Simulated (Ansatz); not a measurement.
# BP: optical spectrum from first principles, part 2 of 2

Wanted: where BP starts to absorb, how strongly, and its refractive index.

Ansatz 0.2.0; DFT, PBE, plane-wave PAW, default files, scalar-relativistic, independent-particle optical response without local fields.

So far, electronic dielectric constant ε∞, mean over x, y and z (by symmetry where fewer were run): step 3 (spectrum) 9.49.

## 4. Static response with local fields

A static field by perturbation theory: the induced potential is included, and the Born charges come with it.

This step: DFT, PBE, plane-wave PAW, default files, scalar-relativistic, static field response by perturbation theory with local fields (Ansatz 0.2.0).

File input.yaml:

```yaml
crystal:
  lattice:
    - [0.0, 2.269, 2.269]
    - [2.269, 0.0, 2.269]
    - [2.269, 2.269, 0.0]
  atoms:
    - { symbol: P, position: [0.75, 0.75, 0.75] }
    - { symbol: B, position: [0.0, 0.0, 0.0] }
kpoints:
  mp_grid: { grid: [8, 8, 8] }
scf:
  occupations: { method: fixed }
hamiltonian:
  xc: pbe
  pseudopotentials: { kind: paw }
dielectric: {}
```

On the command line:

```sh
ansatz run input.yaml --threads 2 --pin off --max-ram 5120MiB --backend cpu --events-out ev --progress --plain --runs-dir out
```

Numbers of over 12 decimals in the logs are rounded to 6 here.

The log of the run:

```text
[...]
Crystal: 2 atoms, lattice volume = 23.363 Å³
Basis set: ecut = 420 eV, 459 PW (Γ), exchange–correlation on 48×48×48 points (8 copies of the dense FFT grid, shifted against one another)
Bands: 8, of which v1, the nominal top of the filled ones, is band 4 counted from 1 (3 counted from 0)
Symmetry: 24 space group operations
k-points: 95 of 512 (irreducible under 4 space group operations, time reversal used)
[...]
SCF iter   1: F=—  HF=-912.444485 eV  |F-HF|=—  |Δ(HF+E_count)|=         —  Δρ=1.52e-3  dr2=4.75e-4  ethr=1.77e-3  ⟨swp⟩=5.1  Hψ=5576  notcnv=0  defer=180
[...]
SCF iter   8: F=-912.444578 eV  HF=-912.444578 eV  |F-HF|=1.82e-12  |Δ(HF+E_count)|=  2.26e-10  Δρ=8.36e-8  dr2=2.04e-12  ethr=1.25e-12  ⟨swp⟩=7.2  Hψ=3816  notcnv=0
SCF 1 converged in 8 iterations: F = -912.444578 eV  dr2 = 2.04e-12
[...]
DFPT response loops at Γ: preconditioner auto → none (the input reference at scf.mixing.eps_inf says where Resta's filter doesn't serve); β = 0.50; Broyden in place of MSR1
── the response to a field inside a basis, on 8×8×8 k-points: an SCF that follows is theirs, and a resumed run solves both again ──
Bands: 5, of which v1, the nominal top of the filled ones, is band 4 counted from 1 (3 counted from 0)
k-points: 60 of 512 (irreducible under 6 space group operations, time reversal used)
[...]
Eigensolver: Dense (60 Hₖ)
SCF iter   1: F=—  HF=-912.447194 eV  |F-HF|=—  |Δ(HF+E_count)|=         —  Δρ=1.64e-4  dr2=1.57e-6  ethr=1.00e-1
[...]
SCF iter   3: F=-912.447197 eV  HF=-912.447197 eV  |F-HF|=5.22e-9  |Δ(HF+E_count)|=   7.46e-7  Δρ=7.95e-6  dr2=3.61e-9  ethr=3.83e-9
SCF 1 converged in 3 iterations: F = -912.447197 eV  dr2 = 3.61e-9
[...]
SCF converged after 8 iterations
Free energy (F): -912.444578 eV
[...]
Internal energy: -912.444578 eV  (E = F + TS)
E sigma→0 (E₀):  -912.444578 eV
Fermi energy:    9.265197 eV
[...]
--- Band table (eV; the first three rows and the last of 95) ---
[...]
--- Dielectric response (ions clamped): 3 representative field directions + reference, inside a basis on a mesh of 512 k-points (Σ response iterations 12) ---
  ε∞ (high-frequency dielectric tensor):
        9.154004     0.000000     0.000000
        0.000000     9.154004     0.000000
        0.000000     0.000000     9.154004
  Born effective charges Z* (e; rows j = field, columns β = displacement):
    site 0:
         0.51401    0.00000   -0.00000
        -0.00000    0.51401    0.00000
        -0.00000    0.00000    0.51401
    site 1:
        -0.51401   -0.00000    0.00000
         0.00000   -0.51401   -0.00000
         0.00000   -0.00000   -0.51401
  Z* charge neutrality: 6.646e-5 e pre-enforcement
  solved inside a basis spanned on kpoints, on 8×8×8 k-points, its susceptibility summed on 12×12×12: ε∞ is read to err by 3.0e-2, Z* by 5.5e-3 e (field_mesh: kpoints solves on kpoints); Z* is corrected for what the basis lacks
```

Wall time 7.8 s (2 threads of Arm Neoverse V1, shared host); peak memory 0.35 GiB; 15 s of CPU time.

Numbers from this step:

```
electronic dielectric constant ε∞, mean over x, y and z (by symmetry where fewer were run) : 9.154
```

ε∞ with local fields:

```
9.15 0.00 0.00
0.00 9.15 0.00
0.00 0.00 9.15
```

Diagonal elements. Born, by row:

```csv
atom,Z*xx (e),Z*yy (e),Z*zz (e)
P1,0.514,0.514,0.514
B2,-0.514,-0.514,-0.514
```

Mean Born charges are P +0.51 and B -0.51: their signs are opposite to the formal valences (-3 and +3). These are dynamical charges, and in nearly covalent bonds they can be small or reversed.

## 5. What came out

```
gap on the path                                                                                                                                     : 1.24 eV
least direct gap on the path                                                                                                                        : 3.40 eV
electronic dielectric constant ε∞, mean over x, y and z (by symmetry where fewer were run) (independent particles)                                  : 9.49
absorption onset, first axis (α over 10⁴ cm⁻¹, or the direct gap if that lies higher)                                                               : 3.40 eV
main peak of Im epsilon, first axis                                                                                                                 : 5.84 eV
centre of weight of the strongest loss peak in the window, first axis                                                                               : 22.2 eV
photocurrent from vertical transitions in a film 500 nm thick on a perfect mirror (two passes), AM1.5G, no front reflection, all carriers collected : 0.594 mA/cm²
electronic dielectric constant ε∞, mean over x, y and z (by symmetry where fewer were run) (static response with local fields)                      : 9.15
```

What this shows: At this level (PBE, independent particles) BP has ε∞ = 9.49 (9.15 with local fields) and n = 3.11 at 1550 nm; absorption sets in near 3.4 eV, and Im ε peaks at 5.8 eV. The gap is indirect (1.24 eV), so absorption without phonons can begin only at the direct gap of 3.40 eV. Lines 0.1 eV wide carry a tail of absorption under the direct gap, past the threshold already at 3.33 eV. Absorption passes 10⁴ cm⁻¹ from the direct gap on, 3.40 eV, in the ultraviolet, so the visible is passed, but for phonon-assisted absorption over the indirect gap, which is left out. The strongest loss structure up to 25 eV has its centre of weight at 22.2 eV; a free-electron gas of the 7.2 electrons in the f-sum would put its plasmon at 20.6 eV. The f-sum over the summed bands holds 7.2 of the cell's 8 electrons outside the frozen cores. Up to 25 eV the strength has a mean oscillator energy of 6.9 eV, close to the main peak. Through 1 µm of it, D65 light comes out colourless, dimmed by reflection (x = 0.317, y = 0.334; 55 % transmitted). With local fields and the functional's kernel the static response is 9.15 against 9.49 for independent particles (-4 %). In the base spectrum excitons and phonon-assisted transitions are missing, and so are local fields; PBE gaps are as a rule too small, which pulls the onset down and ε∞ up. In the base run ε includes the program's bounded estimate of what the bands above those summed add. Besides steps told in other documents, this task had 1 step that the program refused or didn't finish; those not told in a step above aren't shown.

[Logs are printed without paths, hosts, clocks, repeated set-up lines and the standing remarks that a program may print on its own settings, such as how far it seeks lower states.]

[Hosts, paths, dates, database ids (printed as entryN), source tags and the programs' standing remarks are cut or masked in the printed files.]
